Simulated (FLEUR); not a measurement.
# MnGaGe: parallel and opposed starts, part 2 of 2

A self-consistent run ends on one state, which hangs on the start. Several orders of MnGaGe are started in FLEUR and their energies compared.

FLEUR MaX-R8.1; PBEsol; all-electron FLAPW, Dirac cores, scalar-relativistic bands.

So far. Step 2 (Start 1: ferro ++): After 32 cycles the largest moment stands at 2.31 μB.

### Step 3. Order 2, typed as antiferro +-

Another pattern of signs weighs the neighbour shells otherwise.

inp.xml

```
<?xml version="1.0" encoding="UTF-8" standalone="no"?>
<fleurInput fleurInputVersion="0.39">
   <comment>
      MnGaGe
   </comment>
   <calculationSetup>
      <cutoffs Kmax="3.6" Gmax="10.8" GmaxXC="10.8" numbands="0"/>
      <scfLoop itmax="90" minDistance="0.00002" maxIterBroyd="15" imix="Anderson" alpha="0.05" precondParam="0.0" spinf="2.0" sdNocoIR="T"/>
      <coreElectrons ctail="T" frcor="F" kcrel="0" coretail_lmax="0"/>
      <xcFunctional name="PBEs" relativisticCorrections="F"/>
      <magnetism jspins="2"/>
      <soc l_soc="F" theta="0.0" phi="0.0" spav="F"/>
      <expertModes spex="0" secvar="F"/>
      <geometryOptimization l_f="F" forcealpha="1.0" forcemix="BFGS" epsdisp="0.00001" epsforce="0.00001"/>
      <ldaU l_linMix="F" mixParam="0.05" spinf="1.0"/>
   </calculationSetup>
   <cell>
      <bzIntegration valenceElectrons="84.0" mode="hist" fermiSmearingEnergy="0.00110248">
         <kPointListSelection listName="default-1"/>
         <xi:include xmlns:xi="http://www.w3.org/2001/XInclude" href="kpts.xml"> </xi:include>
      </bzIntegration>
      <xi:include xmlns:xi="http://www.w3.org/2001/XInclude" href="sym.xml"> </xi:include>
      <bulkLattice scale="1.0">
         <bravaisMatrix>
            <row-1>    7.4567780294482420     0.0000000000000000     0.0000000000000000</row-1>
            <row-2>    0.0000000000000000     7.4567780294482420     0.0000000000000000</row-2>
            <row-3>    0.0000000000000000     0.0000000000000000    11.1699481348278962</row-3>
         </bravaisMatrix>
      </bulkLattice>
   </cell>
   <atomSpecies>
      <species name="Manganese 3.502" element="Mn" atomicNumber="25">
         <mtSphere radius="2.45" gridPoints="811" logIncrement="0.015"/>
         <atomicCutoffs lmax="10" lnonsphr="8"/>
         <electronConfig flipSpins="F">
            <coreConfig>(1s1/2) (2s1/2) (2p1/2) (2p3/2)</coreConfig>
            <valenceConfig>(3s1/2) (3p1/2) (3p3/2) (4s1/2) (3d3/2) (3d5/2)</valenceConfig>
            <stateOccupation state="(3d3/2)" spinUp="1.251" spinDown="0.749"/>
            <stateOccupation state="(3d5/2)" spinUp="3.0" spinDown="0.0"/>
         </electronConfig>
         <energyParameters s="4" p="4" d="3" f="4"/>
         <lo type="SCLO" l="0" n="3" eDeriv="0"/>
         <lo type="SCLO" l="1" n="3" eDeriv="0"/>
      </species>
      <species name="Manganese -3.502" element="Mn" atomicNumber="25">
         <mtSphere radius="2.45" gridPoints="811" logIncrement="0.015"/>
         <atomicCutoffs lmax="10" lnonsphr="8"/>
         <electronConfig flipSpins="F">
            <coreConfig>(1s1/2) (2s1/2) (2p1/2) (2p3/2)</coreConfig>
            <valenceConfig>(3s1/2) (3p1/2) (3p3/2) (4s1/2) (3d3/2) (3d5/2)</valenceConfig>
            <stateOccupation state="(3d3/2)" spinUp="0.749" spinDown="1.251"/>
            <stateOccupation state="(3d5/2)" spinUp="0.0" spinDown="3.0"/>
         </electronConfig>
         <energyParameters s="4" p="4" d="3" f="4"/>
         <lo type="SCLO" l="0" n="3" eDeriv="0"/>
         <lo type="SCLO" l="1" n="3" eDeriv="0"/>
      </species>
      <species name="Gallium (Ga)" element="Ga" atomicNumber="31">
         <mtSphere radius="2.3" gridPoints="761" logIncrement="0.016"/>
         <atomicCutoffs lmax="8" lnonsphr="6"/>
         <electronConfig flipSpins="F">
            <coreConfig>(1s1/2) (2s1/2) (2p1/2) (2p3/2) (3s1/2) (3p1/2) (3p3/2)</coreConfig>
            <valenceConfig>(4s1/2) (3d3/2) (3d5/2) (4p1/2) (4p3/2)</valenceConfig>
            <stateOccupation state="(4p1/2)" spinUp="0.166667" spinDown="0.166667"/>
            <stateOccupation state="(4p3/2)" spinUp="0.333333" spinDown="0.333333"/>
         </electronConfig>
         <energyParameters s="4" p="4" d="3" f="4"/>
      </species>
      <species name="Germanium (Ge)" element="Ge" atomicNumber="32">
         <mtSphere radius="2.3" gridPoints="761" logIncrement="0.016"/>
         <atomicCutoffs lmax="8" lnonsphr="6"/>
         <electronConfig flipSpins="F">
            <coreConfig>(1s1/2) (2s1/2) (2p1/2) (2p3/2) (3s1/2) (3p1/2) (3p3/2)</coreConfig>
            <valenceConfig>(4s1/2) (3d3/2) (3d5/2) (4p1/2) (4p3/2)</valenceConfig>
            <stateOccupation state="(4p1/2)" spinUp="0.333333" spinDown="0.333333"/>
            <stateOccupation state="(4p3/2)" spinUp="0.666667" spinDown="0.666667"/>
         </electronConfig>
         <energyParameters s="4" p="4" d="3" f="4"/>
      </species>
   </atomSpecies>
   <atomGroups>
      <atomGroup species="Manganese 3.502">
         <relPos label="                   1">.0000000000 .0000000000 .0000000000</relPos>
         <force calculate="T" relaxXYZ="TTT"/>
      </atomGroup>
      <atomGroup species="Manganese -3.502">
         <relPos label="                   2">1.000/2.000 1.000/2.000 .0000000000</relPos>
         <force calculate="T" relaxXYZ="TTT"/>
      </atomGroup>
      <atomGroup species="Gallium (Ga)">
         <relPos label="                   3">.0000000000 1.000/2.000 -.2962270000</relPos>
         <relPos label="                   4">1.000/2.000 .0000000000 .2962270000</relPos>
         <force calculate="T" relaxXYZ="TTT"/>
      </atomGroup>
      <atomGroup species="Germanium (Ge)">
         <relPos label="                   5">.0000000000 1.000/2.000 .2809470000</relPos>
         <relPos label="                   6">1.000/2.000 .0000000000 -.2809470000</relPos>
         <force calculate="T" relaxXYZ="TTT"/>
      </atomGroup>
   </atomGroups>
   <output dos="F" band="F" slice="F">
      <bandDOS minEnergy="-.5*Htr" maxEnergy="0.5*Htr" sigma="0.015" storeEVData="T"/>
      <plotting iplot="0" polar="F">
         <plot TwoD="T" vec1="  1.0  0.0  0.0" vec2="  0.0  1.0  0.0" vec3="  0.0  0.0  1.0" zero="  0.0  0.0  0.0" file="plot"/>
      </plotting>
      <moessbauerParams electricFieldGradient="F" isomerShift="F" coreHyperfine="F" valenceHyperfine="F"/>
   </output>
</fleurInput>
```

crystal.txt

```
MnGaGe
&input film=F cartesian=F /
3.94595700000  0.00000000000  0.00000000000
0.00000000000  3.94595700000  0.00000000000
0.00000000000  0.00000000000  5.91088200000
1.8897261246
1.0 1.0 1.0

6
25 0.00000000000  0.00000000000  0.00000000000 : 3.502
25 0.50000000000  0.50000000000  0.00000000000 : -3.502
31 0.00000000000  0.50000000000  0.70377300000
31 0.50000000000  0.00000000000  0.29622700000
32 0.00000000000  0.50000000000  0.28094700000
32 0.50000000000  0.00000000000  0.71905300000

&kpt div1=8 div2=8 div3=8 gamma=T /
```

Launch:

```bash
OMP_NUM_THREADS=1 inpgen -f crystal.txt > inpgen.log  # inp.xml is then edited as shown
OMP_NUM_THREADS=1 mpirun -n 4 fleur_MPI > fleur.log
```

Log:

```text
[banner, memory and clock lines left out]
Welcome to FLEUR        (www.flapw.de)
      MaX-Release 8.1          (www.max-centre.eu)

 ========== k-point set info ==========
 Selected k-point list: default-1
 k-point list type: mesh
 0 x 0 x 0
 Number of k points: 76

 ------------Calculation Setup---------------------------
 Number of PE/node        :            4
 Number of OMP-threads    :            1
 k-points in parallel     :            4
 pe's per k-point         :            1
 No of k-point loops      :           19
 Eigenvalue solver        :       lapack
 Number of basis functions:          536
 Approximate size of matrices (H+S) per k-point:         0.009 GB
 Iteration:     1   Distance:      14.38260899 me/bohr^3
 Iteration:     2   Distance:       9.67769734 me/bohr^3
 Iteration:     3   Distance:       7.89430147 me/bohr^3
 Iteration:     4   Distance:       6.81533930 me/bohr^3
 Iteration:     5   Distance:       3.11640029 me/bohr^3
 Iteration:     6   Distance:       1.88639294 me/bohr^3
 Iteration:     7   Distance:       1.23638558 me/bohr^3
 Iteration:     8   Distance:       0.75954103 me/bohr^3
 Iteration:     9   Distance:       0.98985777 me/bohr^3
 Iteration:    10   Distance:       0.44623133 me/bohr^3
 Iteration:    11   Distance:       0.42545579 me/bohr^3
 Iteration:    12   Distance:       0.16919596 me/bohr^3
 Iteration:    13   Distance:       0.21847188 me/bohr^3
 Iteration:    14   Distance:       0.06386627 me/bohr^3
 Iteration:    15   Distance:       0.07664059 me/bohr^3
 Iteration:    16   Distance:       0.07552541 me/bohr^3
 Iteration:    17   Distance:       0.07127589 me/bohr^3
 Iteration:    18   Distance:       0.03061446 me/bohr^3
 Iteration:    19   Distance:       0.01111490 me/bohr^3
 Iteration:    20   Distance:       0.00818124 me/bohr^3
 Iteration:    21   Distance:       0.00323438 me/bohr^3
 Iteration:    22   Distance:       0.00301302 me/bohr^3
 Iteration:    23   Distance:       0.00106099 me/bohr^3
 Iteration:    24   Distance:       0.00062547 me/bohr^3
 Iteration:    25   Distance:       0.00031413 me/bohr^3
 Iteration:    26   Distance:       0.00009397 me/bohr^3
 Iteration:    27   Distance:       0.00009111 me/bohr^3
 Iteration:    28   Distance:       0.00005627 me/bohr^3
 Iteration:    29   Distance:       0.00001020 me/bohr^3

 ********************************************************************
 Run finished successfully
 Stop message:
   all done
 ********************************************************************

--- out.xml (last complete iteration) ---
<iteration numberForCurrentRun="   29" overallNumber="   29">
         [... left out ...]
         <bandgap value="0.0067477414" units="eV"/>
         <sumValenceSingleParticleEnergies value="-39.1226004446" units="Htr"/>
         <FermiEnergy value="0.3220761412" units="Htr"/>
         <valenceDensity>
            <mtCharges spin="1">
               <mtCharge atomType="1" total="8.4041345" s="1.1961828" p="3.2311990" d="3.9624040" f="0.0121088"/>
               <mtCharge atomType="2" total="5.7485879" s="1.1600393" p="3.1931210" d="1.3793696" f="0.0129545"/>
               <mtCharge atomType="3" total="5.7627478" s="0.4323822" p="0.3590306" d="4.9629697" f="0.0068957"/>
               <mtCharge atomType="4" total="6.1803746" s="0.5650705" p="0.6087507" d="4.9975573" f="0.0072688"/>
            </mtCharges>
            <mtCharges spin="2">
               <mtCharge atomType="1" total="5.7485879" s="1.1600393" p="3.1931211" d="1.3793695" f="0.0129545"/>
               <mtCharge atomType="2" total="8.4041347" s="1.1961829" p="3.2311992" d="3.9624040" f="0.0121088"/>
               <mtCharge atomType="3" total="5.7627478" s="0.4323822" p="0.3590306" d="4.9629697" f="0.0068957"/>
               <mtCharge atomType="4" total="6.1803745" s="0.5650705" p="0.6087506" d="4.9975574" f="0.0072688"/>
            </mtCharges>
            <spinDependentCharge spin="1" total="41.9999996" interstitial="3.9610323" mtSpheres="38.0389673"/>
            <spinDependentCharge spin="2" total="42.0000004" interstitial="3.9610331" mtSpheres="38.0389674"/>
            <totalCharge value="84.0000000000"/>
         </valenceDensity>
         [... left out ...]
         <magneticMomentsInMTSpheres units="muBohr">
            <globalMagMoment atomType="1" vec="0.00000   0.00000   2.65555"/>
            <localMagMoment atomType="1" vec="0.00000   0.00000   2.65555"/>
            <globalMagMoment atomType="2" vec="0.00000   0.00000  -2.65555"/>
            <localMagMoment atomType="2" vec="0.00000   0.00000  -2.65555"/>
            <globalMagMoment atomType="3" vec="0.00000   0.00000   0.00000"/>
            <localMagMoment atomType="3" vec="0.00000   0.00000   0.00000"/>
            <globalMagMoment atomType="4" vec="0.00000   0.00000   0.00000"/>
            <localMagMoment atomType="4" vec="0.00000   0.00000   0.00000"/>
         </magneticMomentsInMTSpheres>
         [... left out ...]
         <totalEnergy value="   -10395.5550624025" units="Htr">
            <sumOfEigenvalues value="    -5975.5348395077">
               <coreElectrons value="-5936.4122390631"/>
               <valenceElectrons value="-39.1226004446"/>
            </sumOfEigenvalues>
            <densityCoulombPotentialIntegral value="-16030.5522666569"/>
            <densityEffectivePotentialIntegral value="-16564.5572646785"/>
            <chargeDenXCDenIntegral value="-407.3191279191"/>
            <FockExchangeEnergyValence value="0.0000000000"/>
            <FockExchangeEnergyCore value="0.0000000000"/>
         [... left out ...]
            <tkbTimesEntropy value="0.0003838508"/>
            <freeEnergy value="-10395.5554462533"/>
            <extrapolationTo0K value="-10395.5552543279"/>
         </totalEnergy>
         <densityConvergence units="me/bohr^3">
            <chargeDensity spin="1" distance="0.0000057015"/>
            <chargeDensity spin="2" distance="0.0000057883"/>
            <overallChargeDensity distance="0.0000101995"/>
            <spinDensity distance="0.0000052909"/>
         </densityConvergence>
      </iteration>
```

It took 2.5 min on 4 MPI ranks of Intel Xeon 6975P-C (Granite Rapids), shared host; peak memory 0.51 GiB; 9.9 min of CPU time.

Spin moment in the muffin-tin sphere by atom:

```
atom  spin moment in the muffin-tin sphere (μB)
 Mn1                                       2.66
 Mn2                                      -2.66
 Ga3                                       0.00
 Ga4                                       0.00
 Ge5                                       0.00
 Ge6                                       0.00
```

Numbers from this step:

```yaml
free_energy: -282877.4745 eV
program_s_band_gap_on_this_mesh_in_a_metal_only_a_level_spacing: 0.006748 eV
magnetization: 0 μB
final_state: antiferromagnetic
```

It lies 84.1 meV a seeded atom over the first start, and its largest moment is 2.66 μB against 2.31 μB.

### Step 4. Order 3, typed as no spin polarisation

A spinless run gives the zero against which the gain from the moments is read.

Changes to inp.xml since step 3:

```diff
@@ -10,3 +10,3 @@
       <xcFunctional name="PBEs" relativisticCorrections="F"/>
-      <magnetism jspins="2"/>
+      <magnetism jspins="1"/>
       <soc l_soc="F" theta="0.0" phi="0.0" spav="F"/>
@@ -31,3 +31,3 @@
    <atomSpecies>
-      <species name="Manganese 3.502" element="Mn" atomicNumber="25">
+      <species name="Manganese (Mn)" element="Mn" atomicNumber="25">
          <mtSphere radius="2.45" gridPoints="811" logIncrement="0.015"/>
@@ -37,17 +37,4 @@
             <valenceConfig>(3s1/2) (3p1/2) (3p3/2) (4s1/2) (3d3/2) (3d5/2)</valenceConfig>
-            <stateOccupation state="(3d3/2)" spinUp="1.251" spinDown="0.749"/>
-            <stateOccupation state="(3d5/2)" spinUp="3.0" spinDown="0.0"/>
-         </electronConfig>
-         <energyParameters s="4" p="4" d="3" f="4"/>
-         <lo type="SCLO" l="0" n="3" eDeriv="0"/>
-         <lo type="SCLO" l="1" n="3" eDeriv="0"/>
-      </species>
-      <species name="Manganese -3.502" element="Mn" atomicNumber="25">
-         <mtSphere radius="2.45" gridPoints="811" logIncrement="0.015"/>
-         <atomicCutoffs lmax="10" lnonsphr="8"/>
-         <electronConfig flipSpins="F">
-            <coreConfig>(1s1/2) (2s1/2) (2p1/2) (2p3/2)</coreConfig>
-            <valenceConfig>(3s1/2) (3p1/2) (3p3/2) (4s1/2) (3d3/2) (3d5/2)</valenceConfig>
-            <stateOccupation state="(3d3/2)" spinUp="0.749" spinDown="1.251"/>
-            <stateOccupation state="(3d5/2)" spinUp="0.0" spinDown="3.0"/>
+            <stateOccupation state="(3d3/2)" spinUp="1.000000" spinDown="1.000000"/>
+            <stateOccupation state="(3d5/2)" spinUp="1.500000" spinDown="1.500000"/>
          </electronConfig>
@@ -81,8 +68,5 @@
    <atomGroups>
-      <atomGroup species="Manganese 3.502">
-         <relPos label="                   1">.0000000000 .0000000000 .0000000000</relPos>
-         <force calculate="T" relaxXYZ="TTT"/>
-      </atomGroup>
-      <atomGroup species="Manganese -3.502">
-         <relPos label="                   2">1.000/2.000 1.000/2.000 .0000000000</relPos>
+      <atomGroup species="Manganese (Mn)">
+         <relPos label="                   1">-1.000/4.000 -1.000/4.000 .0000000000</relPos>
+         <relPos label="                   2">1.000/4.000 1.000/4.000 .0000000000</relPos>
          <force calculate="T" relaxXYZ="TTT"/>
@@ -90,4 +74,4 @@
       <atomGroup species="Gallium (Ga)">
-         <relPos label="                   3">.0000000000 1.000/2.000 -.2962270000</relPos>
-         <relPos label="                   4">1.000/2.000 .0000000000 .2962270000</relPos>
+         <relPos label="                   3">-1.000/4.000 1.000/4.000 -.2962270000</relPos>
+         <relPos label="                   4">1.000/4.000 -1.000/4.000 .2962270000</relPos>
          <force calculate="T" relaxXYZ="TTT"/>
@@ -95,4 +79,4 @@
       <atomGroup species="Germanium (Ge)">
-         <relPos label="                   5">.0000000000 1.000/2.000 .2809470000</relPos>
-         <relPos label="                   6">1.000/2.000 .0000000000 -.2809470000</relPos>
+         <relPos label="                   5">-1.000/4.000 1.000/4.000 .2809470000</relPos>
+         <relPos label="                   6">1.000/4.000 -1.000/4.000 -.2809470000</relPos>
          <force calculate="T" relaxXYZ="TTT"/>
```

Changes to crystal.txt since step 3:

```diff
@@ -9,4 +9,4 @@
 6
-25 0.00000000000  0.00000000000  0.00000000000 : 3.502
-25 0.50000000000  0.50000000000  0.00000000000 : -3.502
+25 0.00000000000  0.00000000000  0.00000000000
+25 0.50000000000  0.50000000000  0.00000000000
 31 0.00000000000  0.50000000000  0.70377300000
```

Log:

```text
[banner, memory and clock lines left out]
Welcome to FLEUR        (www.flapw.de)
      MaX-Release 8.1          (www.max-centre.eu)

 ========== k-point set info ==========
 Selected k-point list: default-1
 k-point list type: mesh
 0 x 0 x 0
 Number of k points: 76

 [... set-up left out ...]
 Iteration:     1   Distance:      24.29678825 me/bohr^3
 Iteration:     2   Distance:      10.37546182 me/bohr^3
 Iteration:     3   Distance:       9.03427148 me/bohr^3
 Iteration:     4   Distance:       6.77393458 me/bohr^3
 Iteration:     5   Distance:       4.03846020 me/bohr^3
[...]
<FermiEnergy value="0.3151995866" units="Htr"/>
         [... left out ...]
         <totalEnergy value="   -10395.5328554325" units="Htr">
            <sumOfEigenvalues value="    -5976.1424289042">
               <coreElectrons value="-5936.9533704700"/>
               <valenceElectrons value="-39.1890584341"/>
            </sumOfEigenvalues>
         [... left out ...]
            <freeEnergy value="-10395.5337748104"/>
            <extrapolationTo0K value="-10395.5333151214"/>
         </totalEnergy>
         <densityConvergence units="me/bohr^3">
            <chargeDensity spin="1" distance="0.0000089599"/>
         </densityConvergence>
      </iteration>
```

It took 34 s on 4 MPI ranks; peak memory 0.32 GiB; 2.3 min of CPU time.

Read from the output:

```
free energy                                                       : -282876.8848 eV
program's band gap on this mesh (in a metal only a level spacing) : 0.003783 eV
final state                                                       : non-magnetic (no spin polarisation)
```

It lies 379 meV a seeded atom over the first start.

### Step 5. The states side by side

Free energies are divided by the number of seeded atoms.

Orders:

| start | final state | typed order kept | energy over the lowest (meV a seeded atom) | largest sphere moment (μB) | net moment (μB a primitive cell) | mesh matched | CPU time (s) |
| --- | --- | --- | --- | --- | --- | --- | --- |
| ferro ++ | ferromagnetic, with opposed induced moments | yes | 0 | 2.312 | 4.389 | yes | 384.9 |
| antiferro +- | antiferromagnetic | yes | 84.11 | 2.656 | 0 | yes | 592.5 |
| no spin polarisation | non-magnetic | - | 379 | 0 | 0 | yes | 135.3 |

### Step 6. Summary of results

| Quantity | Value |
| --- | --- |
| lowest state found | ferromagnetic (typed ferro ++) |
| largest site spin moment | 2.31 μB |
| next finished state | antiferromagnetic, 84.1 meV a seeded atom higher |
| energy gained by spin polarisation | 379 meV a seeded atom |

**Reading.** The lowest state found is ferromagnetic, reached from the start ferro ++, with moments up to 2.31 μB. The next finished state costs 84 meV a seeded atom. Forming the largest moments gains far more than ordering them, so they should outlast the ordering temperature. Only 3 starts were tried; other patterns of signs, canted and longer-period orders were not.

[Logs and program files are shortened in this print: banners, set-up blocks, solver, clock and traceback lines can be left out without a mark of their own.]

[Logs are printed without paths, hosts, clocks, repeated set-up lines and the standing remarks that a program may print on its own settings, such as how far it seeks lower states.]

[Hosts, paths, dates, database ids (printed as entryN), source tags and the programs' standing remarks are cut or masked in the printed files.]

[Where a cell is said to come from a database of computed structures, the database is the Materials Project.]
